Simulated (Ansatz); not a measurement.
## Dielectric function and optical constants of BaAg2As2: ground state and bands

Ansatz 0.2.0; DFT, PBE, plane-wave PAW, default files, scalar-relativistic, ground state.

The self-consistent density comes first; it also tells whether there is a gap, which decides the occupations and the need for a Drude term.

input.yaml

```yaml
crystal:
  lattice:
    - [-2.30125, 2.30125, 5.4336]
    - [2.30125, -2.30125, 5.4336]
    - [2.30125, 2.30125, -5.4336]
  atoms:
    - { symbol: Ba, position: [0.0, 0.0, 0.0] }
    - { symbol: Ag, position: [0.25, 0.75, 0.5] }
    - { symbol: Ag, position: [0.75, 0.25, 0.5] }
    - { symbol: As, position: [0.6158, 0.6158, 0.0] }
    - { symbol: As, position: [0.3842, 0.3842, 0.0] }
kpoints:
  mp_grid: { grid: [7, 7, 7] }
  band_path:
    path:
      - [[0.0, 0.0, 0.0], [0.0, 0.0, 0.5], [-0.08968551, 0.08968551, 0.5], [-0.29484275, 0.29484275, 0.29484275], [0.0, 0.0, 0.0], [0.5, 0.5, -0.5], [0.29484275, 0.70515725, -0.29484275], [0.0, 0.5, 0.0], [0.25, 0.25, 0.25], [0.5, 0.5, -0.08968551], [0.5, 0.5, -0.5]]
      - [[0.0, 0.0, 0.5], [0.25, 0.25, 0.25]]
    npoints: 5
scf:
  occupations: { method: fermi_dirac, width: 0.05 }
  n_extra_bands: 9
hamiltonian:
  xc: pbe
  pseudopotentials: { kind: paw }
output:
  forces: true
  stress: true
  populations: true
  write_bands: true
  write_density: true
  write_potential: true
  elf: true
  volumetric_format: npy
```

Command:

```sh
ansatz run input.yaml --threads 4 --pin off --max-ram 8192MiB --backend cpu --events-out ev --progress --plain --runs-dir out
```

Before running it: what should come out for the electronic bands?

An even count of 78 valence electrons could fill 39 bands, but bands overlap in energy here, so the system is a metal.

Valence density in the ac plane of the conventional cell at fractional y = 0.000, with atoms of Ba and Ag and As within 0.2 Å of it. It is the smooth field of the valence electrons, not physical close to the nuclei.

ELF in the ac plane of the conventional cell at fractional y = 0.000, with atoms of Ba and Ag and As within 0.2 Å of it.

Read-outs, printed or worked out from the files:

```
volume              : 115.1 Å³
gap on the path     : 0 eV
```

The electronic bands at the labelled points (eV, zero at the Fermi level; # counts the bands kept):

| point | #14 | #15 | #16 | #17 | #18 | #19 | #20 | #21 |
| --- | --- | --- | --- | --- | --- | --- | --- | --- |
| Γ | -2.23 | -2.23 | -1.05 | -1.05 | -0.03 | 1.18 | 1.81 | 2.87 |
| 0.40 of the way | -2.70 | -2.00 | -1.92 | -1.86 | 1.75 | 1.82 | 2.39 | 2.62 |
| X | -3.14 | -3.01 | -2.53 | -2.15 | 0.30 | 2.58 | 2.62 | 4.22 |
| 0.40 of the way | -3.13 | -2.99 | -2.56 | -2.12 | 0.30 | 2.57 | 2.64 | 4.17 |
| Y | -3.12 | -2.89 | -2.67 | -1.95 | 0.34 | 2.56 | 2.64 | 4.01 |
| 0.40 of the way | -2.77 | -2.63 | -2.48 | -1.33 | 0.62 | 1.93 | 2.37 | 3.55 |
| S | -2.41 | -2.22 | -2.21 | 0.10 | 0.99 | 1.42 | 1.79 | 1.94 |
| 0.40 of the way | -3.12 | -2.41 | -1.85 | -1.03 | 1.62 | 1.70 | 2.45 | 2.45 |
| Γ | -2.23 | -2.23 | -1.05 | -1.05 | -0.03 | 1.18 | 1.81 | 2.87 |
| 0.60 of the way | -2.47 | -2.47 | -0.12 | 0.00 | 0.00 | 0.29 | 2.08 | 2.86 |
| Z | -2.51 | -1.73 | -0.93 | -0.15 | 0.65 | 0.65 | 1.22 | 3.02 |
| 0.40 of the way | -2.41 | -1.76 | -1.25 | 0.36 | 0.54 | 0.61 | 1.90 | 2.11 |
| S1 | -2.41 | -2.22 | -2.21 | 0.10 | 0.99 | 1.42 | 1.79 | 1.94 |
| 0.60 of the way | -3.41 | -2.17 | -1.49 | -0.11 | 0.19 | 1.46 | 2.17 | 2.63 |
| N | -3.79 | -2.16 | -1.19 | -0.17 | -0.16 | 1.42 | 2.36 | 2.54 |
| 0.40 of the way | -3.55 | -2.30 | -1.71 | -1.54 | 0.05 | 2.54 | 2.98 | 3.23 |
| P | -3.08 | -3.08 | -2.36 | -2.36 | -0.26 | 3.63 | 3.63 | 3.83 |
| 0.40 of the way | -3.11 | -3.02 | -2.48 | -2.21 | -0.07 | 2.98 | 3.37 | 4.08 |
| Y1 | -3.12 | -2.89 | -2.67 | -1.95 | 0.34 | 2.56 | 2.64 | 4.01 |
| 0.40 of the way | -2.98 | -2.25 | -2.01 | -0.86 | 0.69 | 1.78 | 2.12 | 2.74 |
| Z | -2.51 | -1.73 | -0.93 | -0.15 | 0.65 | 0.65 | 1.22 | 3.02 |
| jump to X | -3.14 | -3.01 | -2.53 | -2.15 | 0.30 | 2.58 | 2.62 | 4.22 |
| 0.40 of the way | -3.13 | -3.02 | -2.50 | -2.19 | 0.08 | 2.76 | 3.00 | 4.25 |
| P | -3.08 | -3.08 | -2.36 | -2.36 | -0.26 | 3.63 | 3.63 | 3.83 |

Values in e/Å³, 24 rows by 14 columns, each cell a mean:
```
 1  1  1  1  0  0  0  0  0  0  0  1  1  1
 1  1  1  0  0  0  0  0  0  0  0  0  1  1
 0  0  0  0  0  0  0  0  0  0  0  0  0  0
 0  0  0  0  0  0  1  1  0  0  0  0  0  0
 0  0  0  0  0  2  5  6  4  1  0  0  0  0
 0  0  0  0  1  6 15 18 10  3  0  0  0  0
 0  0  0  0  1  4 11 14  8  2  0  0  0  0
 2  1  1  0  0  1  2  3  2  1  0  0  1  2
20  7  1  0  0  0  0  0  0  0  0  1  3 14
21  8  1  0  0  0  0  0  0  0  0  1  3 15
 3  1  1  0  0  0  0  0  0  0  0  0  1  2
 1  0  0  0  0  0  0  0  0  0  0  0  0  0
 1  1  0  0  0  0  0  0  0  0  0  0  0  1
 8  3  1  0  0  0  0  0  0  0  0  0  1  6
27 10  1  0  0  0  0  0  0  0  0  1  4 19
11  4  1  0  0  0  1  1  0  0  0  1  2  8
 1  1  0  0  1  2  5  6  4  1  0  0  0  1
 0  0  0  0  1  6 15 18 10  3  0  0  0  0
 0  0  0  0  1  4 11 14  8  2  0  0  0  0
 0  0  0  0  0  1  2  3  2  1  0  0  0  0
 0  0  0  0  0  0  0  0  0  0  0  0  0  0
 1  1  0  0  0  0  0  0  0  0  0  0  0  1
 1  1  1  0  0  0  0  0  0  0  0  1  1  1
 0  1  1  1  0  0  0  0  0  0  0  1  1  1
```

Ten even steps from '0' (0.03) to '9' (0.86), each cell a mean:
```
16982000005983
99841001002799
65310111110146
00012222221000
00122456532100
11113689742111
44322578642344
56642344323565
24774222236763
24776311247762
56664200135665
66542000013566
66653100024566
35775211146764
23775211247752
35763222224764
56532456522465
33313689742233
11123578642111
00012344432100
21001222211011
88510111100378
79961000003897
04993000016971
```

[Logs are printed without paths, hosts, clocks, repeated set-up lines and the standing remarks that a program may print on its own settings, such as how far it seeks lower states.]

[Hosts, paths, dates, database ids (printed as entryN), source tags and the programs' standing remarks are cut or masked in the printed files.]
